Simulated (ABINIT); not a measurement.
# Beyond one shot: SrIBr (Pnma)

Aim: iterate the self-energy on SrIBr (Pnma) and follow the gap from cycle to cycle.

Method: LDA and many-body steps on it, plane waves, in ABINIT 10.8.3.

Most raw output is cut from this account.

## (1) The starting structure

The structure is orthorhombic, space group Pnma (No. 62). Conventional cell: a = 8.169 Å, b = 5.132 Å, c = 11.031 Å, α = 90.00°, β = 90.00°, γ = 90.00°. Nearest to Sr lie 3 Br at 3.07 to 3.12 Å and 4 I at 3.39 to 3.51 Å. Nearest to I lie 4 Sr at 3.39 to 3.51 Å. Nearest to Br lie 3 Sr at 3.07 to 3.12 Å. Farther neighbours and most contacts between anions are not listed.

The cell and positions are those that the Materials Project relaxed with its own functionals (PBE, PBE+U or r2SCAN), kept fixed. Spin-orbit coupling is left out unless a step names it.

## (2) Empty states on the mesh, 2×2×1 mesh, 326 bands

This step: ABINIT 10.8.3; DFT, LDA, plane waves, norm-conserving pseudopotentials.

The sums over transitions need many empty states on a uniform mesh; this step solves for them.

The input, run.abi:

```
acell 3*1.0 Angstrom
rprim 
  8.169106000000 0.000000000000 0.000000000000
  0.000000000000 5.131914000000 0.000000000000
  0.000000000000 0.000000000000 11.030852000000
ntypat 3
znucl 38 53 35
natom 12
typat 1 1 1 1 2 2 2 2 3 3 3 3
xred 
  0.280131000000 0.750000000000 0.421100000000
  0.780131000000 0.750000000000 0.078900000000
  0.719869000000 0.250000000000 0.578900000000
  0.219869000000 0.250000000000 0.921100000000
  0.367160000000 0.750000000000 0.109521000000
  0.867160000000 0.750000000000 0.390479000000
  0.632840000000 0.250000000000 0.890479000000
  0.132840000000 0.250000000000 0.609521000000
  0.517796000000 0.750000000000 0.637160000000
  0.017796000000 0.750000000000 0.862840000000
  0.482204000000 0.250000000000 0.362840000000
  0.982204000000 0.250000000000 0.137160000000
pp_dirpath "pseudos"
pseudos "Sr.upf, I.upf, Br.upf"
ecut 31
ngkpt 2 2 1
nshiftk 1
shiftk 0 0 0
kptopt 1
chksymbreak 0
iscf -2
irdden 1
istwfk *1
nband 326
nbdbuf 28
tolwfr 1e-09
nstep 60
prtvol 0
indata_prefix "in"
outdata_prefix "out"
tmpdata_prefix "tmp"
```

Launch:

```
$ OMP_NUM_THREADS=1 mpirun -n 4 abinit run.abi > log
```

Wall time 8.5 min (4 MPI ranks of Arm Neoverse V2, shared host); peak memory 1.1 GiB.

This step gave:

```
gap                                                           : 3.576 eV
k of the valence top                                          : 0, 0, 0
k of the conduction bottom                                    : 0, 0, 0
least direct gap                                              : 3.576 eV
k points computed                                             : 4
lowest point of the top converged band, above the valence top : 34.67 eV
```

On this mesh the gap is 3.576 eV.

The density comes from a self-consistent run that is not shown.

## (3) Screening, 2×2×1 mesh, 298 bands, screening to 89.8 eV

The RPA dielectric matrix is built and inverted for each q.

This step: RPA screening on LDA, plane waves, norm-conserving pseudopotentials.

Changes to run.abi since step 2:

```diff
@@ -30,10 +30,11 @@
 chksymbreak 0
-iscf -2
-irdden 1
 istwfk *1
-nband 326
-nbdbuf 28
-tolwfr 1e-09
-nstep 60
-prtvol 0
+occopt 1
+irdwfk 1
+optdriver 3
+nband 298
+ecuteps 3.3
+inclvkb 2
+awtr 1
+symchi 1
 indata_prefix "in"
```

Wall time 11 min (4 MPI ranks); peak memory 6.2 GiB.

Numbers from this step:

- ε∞ with local fields, on this mesh, along the program's q direction: 3.727
- the same without local fields: 4.452
- plasma frequency: 16.92 eV
- plane waves in the screening matrix: 887

Local fields lower ε∞ by 16 %. On a Γ-centred mesh this coarse the value itself is usually too large, while a short band sum pulls it down.

## (4) G0W0

The self-energy is evaluated for the states that the input lists, and the levels follow from it, in one-shot runs by the linearised quasiparticle equation.

This step: G0W0 on LDA, plane waves, norm-conserving pseudopotentials.

Changes to run.abi since step 3:

```diff
@@ -33,8 +33,15 @@
 irdwfk 1
-optdriver 3
+optdriver 4
 nband 298
+gwcalctyp 0
+ecutsigx 31
+symsigma 1
+nkptgw 1
+kptgw 
+  0.0000000000 0.0000000000 0.0000000000
+bdgw 
+  47 50
 ecuteps 3.3
-inclvkb 2
-awtr 1
-symchi 1
+irdscr 1
+ppmodel 1
 indata_prefix "in"
```

Elapsed: 43 s, on 4 MPI ranks; peak memory 4.3 GiB; 2.9 min of CPU time.

This step gave:

| Property | Result |
| --- | --- |
| G0W0 gap on the points computed | 5.365 eV |
| starting gap on the mesh | 3.576 eV |
| k of the valence top | 0, 0, 0 |
| k of the conduction bottom | 0, 0, 0 |
| Z at the valence top | 0.805 |
| Z at the conduction bottom | 0.839 |
| least direct G0W0 gap on the computed points | 5.365 eV |

The gap on the mesh goes from 3.58 eV to 5.37 eV, a correction of +1.79 eV.

## (5) evGW0, cycle 1

This step: evGW0 on LDA, plane waves, norm-conserving pseudopotentials.

Changes to run.abi since step 4:

```diff
@@ -35,10 +35,16 @@
 nband 298
-gwcalctyp 0
+gwcalctyp 10
 ecutsigx 31
 symsigma 1
-nkptgw 1
+nkptgw 4
 kptgw 
   0.0000000000 0.0000000000 0.0000000000
+  0.5000000000 0.0000000000 0.0000000000
+  0.0000000000 0.5000000000 0.0000000000
+  0.5000000000 0.5000000000 0.0000000000
 bdgw 
-  47 50
+  25 60
+  25 60
+  25 60
+  25 60
 ecuteps 3.3
```

Wall time 23 min (4 MPI ranks); peak memory 7.4 GiB; 1.5 h of CPU time.

This step gave:

| Property | Result |
| --- | --- |
| quasiparticle gap on the mesh | 5.745 eV |
| gap of the density functional on the mesh | 3.576 eV |
| k of the valence top | 0, 0, 0 |
| k of the conduction bottom | 0, 0, 0 |
| Z at the valence top | 0.805 |
| Z at the conduction bottom | 0.839 |
| least direct quasiparticle gap on the computed points | 5.745 eV |

Against G0W0 in ABINIT (2×2×1 mesh, 298 bands, screening to 89.8 eV, Godby-Needs plasmon pole), the gap moves by +0.380 eV. This first cycle still uses the starting levels; it takes the full correction, at all points of the mesh, and its linearised value is 5.365 eV.

## (6) evGW0, cycle 2

The corrected levels of the last cycle go back in.

Changes to run.abi since step 5:

```diff
@@ -52,2 +52,3 @@
 ppmodel 1
+irdqps 1
 indata_prefix "in"
```

Elapsed: 23 min, on 4 MPI ranks; peak memory 7.4 GiB; 1.5 h of CPU time.

Numbers from this step:

```
quasiparticle gap on the mesh                         : 5.58 eV
gap of the density functional on the mesh             : 3.576 eV
k of the valence top                                  : 0, 0, 0
k of the conduction bottom                            : 0, 0, 0
least direct quasiparticle gap on the computed points : 5.58 eV
```

Against the cycle before, the gap moves by −0.165 eV.

## (7) evGW0, cycle 3

run.abi is that of step 6.

Elapsed: 23 min, on 4 MPI ranks; peak memory 7.4 GiB.

This step gave:

```
quasiparticle gap on the mesh                         : 5.59 eV
gap of the density functional on the mesh             : 3.576 eV
k of the valence top                                  : 0, 0, 0
k of the conduction bottom                            : 0, 0, 0
least direct quasiparticle gap on the computed points : 5.59 eV
```

Against the cycle before, the gap moves by +0.010 eV.

## (8) The runs together

Times are wall times on 4 MPI ranks of Arm Neoverse V2, shared host, good to a factor of about two. A run's time includes the screening step that it read.

```csv
run,mesh,bands,screening cutoff (eV),DFT gap (eV),gap on the mesh (eV),direct (eV),ε∞ used,time
G0W0,2×2×1,298,89.8,3.576,5.365,5.365,3.73,12 min
"evGW0, cycle 1",2×2×1,298,89.8,3.576,5.745,5.745,3.73,34 min
"evGW0, cycle 2",2×2×1,298,89.8,3.576,5.580,5.580,3.73,34 min
"evGW0, cycle 3",2×2×1,298,89.8,3.576,5.590,5.590,3.73,34 min
```

## (9) Outcome

```
G0W0           : 5.365 eV
evGW0, cycle 1 : 5.745 eV
evGW0, cycle 2 : 5.580 eV
evGW0, cycle 3 : 5.590 eV
known limits   : not at the basis limit; no spin-orbit coupling; coarse k mesh
```

What this shows: Only the bands that the input lists are updated; the others, empty or deep, keep the functional's energies or take a rigid shift. evGW0 ends at 5.59 eV, +0.22 eV from G0W0, after 3 cycles that took 68 min beside the first screening; the last moved the gap by 0.010 eV. The first cycle of evGW0 takes the full correction, without the factor Z, so it overshoots the one-shot value. Bands and cutoff are finite, so the gap is not at the basis limit. The miss can reach some tenths of an eV and take either sign; the mesh is an error of its own. The 2×2×1 mesh is coarse for this cell, which bears on the long-range parts of exchange and screening. The many-body steps are scalar-relativistic: spin-orbit coupling is not in them.

[Paths, hosts, dates, memory and timing lines, banners, echoed tables and standing remarks are left out of the program output.]

[Logs are printed without paths, hosts, clocks, repeated set-up lines and the standing remarks that a program may print on its own settings, such as how far it seeks lower states.]

[Runs of the session that timed out or met a known fault of the program may be left out.]

[Hosts, paths, dates, database ids (printed as entryN), source tags and the programs' standing remarks are cut or masked in the printed files.]

[G0W0 gaps are taken among the corrected bands and points alone; a level outside them can change the order at an edge.]

[Where Ansatz stands beside ABINIT at settings called matched, ABINIT's density can come from a denser mesh and the files from another edition; pairs whose starting gaps differed by over 0.03 eV were left out, so agreement reads better than it is.]
